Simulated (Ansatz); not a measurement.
# Relaxing (13,0) blue phosphorene nanotube (52 atoms)

Wanted: the relaxed structure of (13,0) blue phosphorene nanotube (52 atoms) and its electronic structure.

Method: Kohn-Sham DFT, LDA, PAW (set soft_2), plane waves, in Ansatz 0.2.0.

Most raw output is cut from this account.

## Step 1: Starting point

The cell holds 52 atoms: 52 P. Cell: a = 23.813 Å, b = 23.705 Å, c = 5.681 Å, α = 90.0°, β = 90.0°, γ = 90.0°. It derives from P (blue phosphorene). Blue phosphorene sheet (a = 3.28 Å) rolled into a (13,0) tube of diameter 13.57 Å, 1 period, 9 Å of vacuum; not relaxed, displaced by a Gaussian of 0.02 Å. Vacuum lies along a and b. The structure repeats along c.

Before any run, some limits are plain. The cell is under 6 Å thick along one periodic direction, so every atom has periodic images of itself close by, which move with it and show among its neighbours and in g(r).

## Step 2: Single point at the start

A single point comes first, to see the forces before anything moves.

Input file input.yaml:

```yaml
crystal:
  lattice:
    - [23.81273, 0.0, 0.0]
    - [0.0, 23.70473, 0.0]
    - [0.0, 0.0, 5.68113]
  atoms:
    - { symbol: P, position: [0.80993, 0.49975, 0.33109] }
    - { symbol: P, position: [0.75073, 0.56272, 0.16921] }
    - { symbol: P, position: [0.77582, 0.64373, 0.33629] }
    - { symbol: P, position: [0.69352, 0.67339, 0.16515] }
    - { symbol: P, position: [0.80228, 0.57388, 0.83479] }
    - { symbol: P, position: [0.72895, 0.62009, 0.669] }
    - { symbol: P, position: [0.6769, 0.75688, 0.33031] }
    - { symbol: P, position: [0.59186, 0.74453, 0.16947] }
[... 40 atom lines left out ...]
    - { symbol: P, position: [0.73284, 0.29292, 0.83319] }
    - { symbol: P, position: [0.73052, 0.37941, 0.66383] }
    - { symbol: P, position: [0.80123, 0.42492, 0.82948] }
    - { symbol: P, position: [0.7591, 0.49959, 0.6715] }
kpoints:
  mp_grid: { grid: [1, 1, 3] }
hamiltonian:
  xc: lda
scf:
  occupations: { method: gaussian, width: 0.025 }
output:
  forces: true
```

Command:

```sh
> ansatz run input.yaml --threads 4 --pin off --max-ram 8192MiB --backend cpu --events-out ev --progress --plain --runs-dir out
```

Wall time 38 s (4 threads of Arm Neoverse V1, shared host); peak memory 4.2 GiB; 2.5 min of CPU time.

The run gave:

```yaml
free_energy: -37741.4688 eV
free_energy_per_atom: -725.7975 eV/atom
scf_cycles: 11
r_m_s_force_component: 0.2853 eV/Å
longest_force: 0.8772 eV/Å
fermi_energy: -1.397 eV
```

The r.m.s. force component of 0.29 eV/Å sets the starting point.

Length of the force by element:

| element | coordination | atoms | mean length of the force (eV/Å) | spread | least | most |
| --- | --- | --- | --- | --- | --- | --- |
| P | all | 52 | 0.465 | 0.168 | 0.107 | 0.877 |

## Step 3: Relaxation

The atoms are relaxed in the fixed cell, aiming at the force tolerance of the input.

Edit input.yaml of step 2 so:

```diff
@@ -15 +15,4 @@
   forces: true
+relax:
+  f_tol: 0.05
+  max_steps: 85
```

It took 1.9 min on 4 threads; peak memory 4.2 GiB; 7.5 min of CPU time.

Relaxation path:

| step | energy less that of the first step (eV) | largest force component (eV/Å) |
| --- | --- | --- |
| 1 | 0.0000 | 0.7007 |
| 2 | -0.2800 | 0.3003 |
| 3 | -0.3749 | 0.0458 |
| 4 | -0.3749 | 0.0457 |

The atoms that moved most (Å):

| atom | dx | dy | dz | length |
| --- | --- | --- | --- | --- |
| P25 | 0.087 | -0.058 | -0.033 | 0.110 |
| P40 | 0.000 | 0.101 | -0.007 | 0.101 |
| P9 | -0.048 | -0.082 | 0.034 | 0.101 |
| P26 | 0.100 | -0.008 | -0.012 | 0.101 |
| P37 | 0.048 | 0.076 | -0.020 | 0.092 |
| P16 | 0.042 | -0.078 | -0.020 | 0.091 |
| P44 | -0.079 | 0.040 | 0.018 | 0.091 |
| P43 | -0.032 | 0.068 | 0.043 | 0.087 |

The relaxation changed the energy by -7.21 meV/atom, and atoms moved by 0.066 Å r.m.s., 0.11 Å at most.

## Step 4: Distances and neighbours after relaxation

Bonds before and after, by the cutoffs listed below:

| pair | bonds before | bonds after | mean before (Å) | mean after (Å) | spread before (Å) | spread after (Å) |
| --- | --- | --- | --- | --- | --- | --- |
| P-P | 78 | 78 | 2.254 | 2.250 | 0.028 | 0.001 |

Normalised to the volume that the atoms fill. Pair distribution function in bins of 0.1 Å:

| r (Å) | total |
| --- | --- |
| 2.15 | 0.00 |
| 2.25 | 14.30 |
| 2.35 | 0.00 |
| 2.45 | 0.00 |
| 2.55 | 0.00 |
| 2.65 | 0.00 |
| 2.75 | 0.00 |
| 2.85 | 0.00 |
| 2.95 | 2.82 |
| 3.05 | 0.00 |
| 3.15 | 2.48 |
| 3.25 | 2.23 |
| 3.35 | 4.32 |
| 3.45 | 0.00 |
| 3.55 | 1.94 |
| 3.65 | 0.00 |
| 3.75 | 0.00 |
| 3.85 | 0.00 |
| 3.95 | 4.53 |
| 4.05 | 0.11 |
| 4.15 | 0.00 |
| 4.25 | 0.00 |
| 4.35 | 0.00 |
| 4.45 | 0.00 |
| 4.55 | 0.00 |
| 4.65 | 0.00 |
| 4.75 | 0.00 |
| 4.85 | 0.00 |
| 4.95 | 0.26 |
| 5.05 | 1.65 |
| 5.15 | 5.47 |
| 5.25 | 0.00 |
| 5.35 | 0.00 |
| 5.45 | 0.00 |
| 5.55 | 0.00 |
| 5.65 | 2.24 |
| 5.75 | 0.00 |
| 5.85 | 0.00 |
| 5.95 | 1.37 |
| 6.05 | 0.00 |
| 6.15 | 0.00 |
| 6.25 | 0.00 |
| 6.35 | 1.19 |
| 6.45 | 0.00 |

Bonds by pair of elements; cutoffs follow the first minimum of g(r), held within bounds set by covalent radii, and pairs that aren't listed don't count as bonded:

| pair A-B | cutoff (Å) | bonds | mean length (Å) | spread (Å) | shortest (Å) | B about A | A about B |
| --- | --- | --- | --- | --- | --- | --- | --- |
| P-P | 2.68 | 78 | 2.25 | 0.001 | 2.25 | 3 | 3 |

How many atoms have how many bonded neighbours:

| element | mean | 3 |
| --- | --- | --- |
| P | 3 | 52 |

Bond angles (no mean is given where the spread exceeds 20°):

| angle | count | mean (°) | spread (°) |
| --- | --- | --- | --- |
| P-P-P | 156 | 92.9 | 6.7 |

Counting bonds as in the table, all P atoms have 3 bonded neighbours. The P-P-P angle averages 93° with a spread of 7°.

## Step 5: Single point at the relaxed geometry

One more single point at the end of the walk gives the fuller output and checks the residual forces.

Input file input.yaml:

```yaml
crystal:
  lattice:
    - [23.81273, 0.0, 0.0]
    - [0.0, 23.70473, 0.0]
    - [0.0, 0.0, 5.68113]
  atoms:
    - { symbol: P, position: [0.80813, 0.49959, 0.33519] }
    - { symbol: P, position: [0.74881, 0.56116, 0.16522] }
    - { symbol: P, position: [0.77301, 0.64338, 0.33426] }
    - { symbol: P, position: [0.69203, 0.67059, 0.1651] }
    [... 42 atom lines left out ...]
    - { symbol: P, position: [0.77378, 0.35503, 0.33441] }
    - { symbol: P, position: [0.74941, 0.43735, 0.16574] }
    - { symbol: P, position: [0.73139, 0.29381, 0.83475] }
    - { symbol: P, position: [0.728, 0.37947, 0.66551] }
    - { symbol: P, position: [0.80002, 0.42543, 0.83492] }
    - { symbol: P, position: [0.75647, 0.49937, 0.66696] }
kpoints:
  mp_grid: { grid: [1, 1, 3] }
hamiltonian:
  xc: lda
scf:
  occupations: { method: gaussian, width: 0.025 }
output:
  forces: true
  populations: true
  dos:
    method: { smearing: { sigma: 0.15 } }
    de: 0.1
    projected: { site_lists: { P: [P] } }
  eigenvalues: true
  write_density: true
  write_potential: true
  volumetric_format: npy
  elf: true
```

Run time: 81 s. Hardware: 4 threads; peak memory 4.3 GiB; 5.3 min of CPU time.

The program notes that the exchange-correlation potential is rough where the density is thin.

Read from the output:

| Item | Value |
| --- | --- |
| free energy | -37741.8438 eV |
| free energy per atom | -725.8047 eV/atom |
| SCF cycles | 11 |
| r.m.s. force component | 0.01525 eV/Å |
| longest force | 0.04683 eV/Å |
| Fermi energy | -1.393 eV |
| gap (highest filled to lowest empty level) | 1.6 eV |
| spilling of the projection | 0.01732 |

The mean of these charges, 0.087 e, is only the charge that the projection spills.

Löwdin charges by element (they lack the spilled electrons, 0.087 e an atom on average):

| element | coordination | atoms | mean charge (e) | spread | least | most |
| --- | --- | --- | --- | --- | --- | --- |
| P | all | 52 | 0.0866 | 0.0135 | 0.0721 | 0.101 |

States in the cell by windows of 1 eV, zero at the Fermi level; the larger projections on atomic orbitals stand beside the total:

| from (eV) | to (eV) | total | P p | P s |
| --- | --- | --- | --- | --- |
| -17 | -16 | 0.0 | 0.0 | 0.0 |
| -16 | -15 | 3.9 | 0.7 | 3.2 |
| -15 | -14 | 11.4 | 3.0 | 8.4 |
| -14 | -13 | 14.7 | 4.7 | 10.0 |
| -13 | -12 | 14.7 | 4.4 | 10.1 |
| -12 | -11 | 7.1 | 2.2 | 4.9 |
| -11 | -10 | 8.4 | 3.5 | 4.9 |
| -10 | -9 | 10.7 | 4.4 | 6.1 |
| -9 | -8 | 13.8 | 4.5 | 9.0 |
| -8 | -7 | 19.1 | 6.9 | 11.9 |
| -7 | -6 | 4.6 | 4.2 | 0.3 |
| -6 | -5 | 24.9 | 21.9 | 2.5 |
| -5 | -4 | 27.4 | 22.8 | 4.0 |
| -4 | -3 | 28.4 | 25.2 | 2.5 |
| -3 | -2 | 21.8 | 19.2 | 2.1 |
| -2 | -1 | 44.0 | 36.1 | 7.0 |
| -1 | 0 | 5.1 | 4.2 | 0.8 |
| 0 | 1 | 6.9 | 4.9 | 1.0 |
| 1 | 2 | 26.6 | 20.6 | 2.5 |
| 2 | 3 | 45.0 | 34.7 | 3.2 |

The levels nearest the highest filled one (over half full), pooled over k-points and spins:

| level less the highest filled one (eV) | occupation |
| --- | --- |
| -0.188 | 2 |
| -0.185 | 2 |
| -0.0599 | 2 |
| -0.0568 | 2 |
| -0.0013 | 2 |
| 0 | 2 |
| 1.60 | 0 |
| 1.60 | 0 |
| 1.61 | 0 |
| 1.61 | 0 |
| 1.77 | 0 |
| 1.85 | 0 |

Valence density in the ca plane at fractional y = 0.244, with atoms of P within 0.2 Å of it. It is the smooth field of the valence electrons, not physical close to the nuclei.

Ten even steps from '0' (0.00 e/Å³) to '9' (0.71 e/Å³), each cell a mean:
```
0000000000000000
0000000000000000
0000000000000000
0000000000000000
0000000000000000
0000000000001110
0012333210012221
0137746853222110
2358986644577643
9977952112367777
3568753356688532
2355543467568521
7845852112454334
3568854356788532
1246887789788531
5456653212489777
4211211001367567
0001222100011211
0000010000000000
0000000000000000
0000000000000000
0000000000000000
0000000000000000
0000000000000000
```
Columns run along c (5.7 Å), rows up along a (23.8 Å). Atoms in or near the plane, at fractional coordinates: P at (0.17, 0.47), P at (0.83, 0.32), P at (0.66, 0.53), P at (0.33, 0.68).

ELF in the ca plane at fractional y = 0.244, with atoms of P within 0.2 Å of it. It is the smooth field of the valence electrons, not physical close to the nuclei.

Ten even steps from '0' (0.00) to '9' (0.93), each cell a mean:
```
0000000000000000
0000000000000000
0000000000000000
0000000000000000
1000000000146664
4100000000489998
2025787521257876
0157423775333310
3368865655688753
8733763112466668
4557763455467633
2355543575236631
8512563112455435
4557864456578633
1246766787457631
6557764222587557
7323332101575458
1026898630146664
0048999840000000
0002454200000000
0000000000000000
0000000000000000
0000000000000000
0000000000000000
```
Columns run along c (5.7 Å), rows up along a (23.8 Å). Atoms in or near the plane, at fractional coordinates: P at (0.17, 0.47), P at (0.83, 0.32), P at (0.66, 0.53), P at (0.33, 0.68).

Löwdin charges run from +0.07 to +0.10 e, about a mean that is the spilled charge alone. The largest share in the top eV of filled states is P p (84 % of the projected weight), and in the lowest eV of empty states P p (87 % of the projected weight).

A closer look about P9, picked at random: 13 atoms, nearest first, numbered in the order of the input, with positions taken from that point.

| atom | x | y | z | distance (Å) | bonds | Löwdin charge (e) |
| --- | --- | --- | --- | --- | --- | --- |
| P9 | 0.00 | 0.00 | 0.00 | 0.00 | 3 | 0.07 |
| P6 | -0.10 | -2.03 | -0.96 | 2.25 | 3 | 0.10 |
| P10 | -2.03 | 0.16 | -0.96 | 2.25 | 3 | 0.10 |
| P4 | -0.93 | -0.82 | 1.88 | 2.25 | 3 | 0.10 |
| P3 | 1.00 | -1.46 | 2.84 | 3.34 | 3 | 0.07 |
| P3 | 1.00 | -1.46 | -2.84 | 3.35 | 3 | 0.07 |
| P7 | -1.33 | 1.18 | 2.84 | 3.35 | 3 | 0.07 |
| P7 | -1.33 | 1.18 | -2.84 | 3.35 | 3 | 0.07 |
| P5 | 1.63 | -3.11 | 0.00 | 3.51 | 3 | 0.07 |
| P13 | -2.89 | 2.01 | 0.00 | 3.52 | 3 | 0.07 |
| P2 | 0.42 | -3.41 | 1.88 | 3.92 | 3 | 0.10 |
| P8 | -3.33 | 0.86 | 1.88 | 3.92 | 3 | 0.10 |
| P4 | -0.93 | -0.82 | -3.80 | 4.00 | 3 | 0.10 |

The column of bonds counts only the pairs P-P within 2.68 Å; other neighbours, such as metal atoms beside each other in a compound, aren't counted, and periodic images can show an atom twice.

## Step 6: What came out

```json
{"energy change in the relaxation": "-7.211 meV/atom", "r.m.s. displacement": "0.066 Å", "largest displacement": "0.11 Å", "free energy per atom": "-725.8047 eV/atom", "r.m.s. force component": "0.01525 eV/Å", "gap (highest filled to lowest empty level)": "1.6 eV", "wall time of the 3 DFT runs": "3.9 min"}
```

In words: Relaxation lowers the energy by 7.21 meV/atom and moves atoms by 0.066 Å r.m.s.; the r.m.s. force component goes from 0.29 to 0.015 eV/Å. By the final cutoffs no bond was broken or made. First to last step the energy falls by 0.375 eV; the largest move, 0.11 Å, is that of P25. The P-P bonds go from 2.254 Å (spread 0.028) to 2.250 Å (spread 0.001). Counting bonds as in the table, all P atoms have 3 bonded neighbours. The highest filled and lowest empty levels differ by 1.60 eV on the run's k-points; the mesh holds the band edges only if they fold onto it, so the gap at this level can be narrower or closed, while local or semilocal functionals tend to narrow gaps against experiment.

[Logs are printed without paths, hosts, clocks, repeated set-up lines and the standing remarks that a program may print on its own settings, such as how far it seeks lower states.]

[Hosts, paths, dates, database ids (printed as entryN), source tags and the programs' standing remarks are cut or masked in the printed files.]
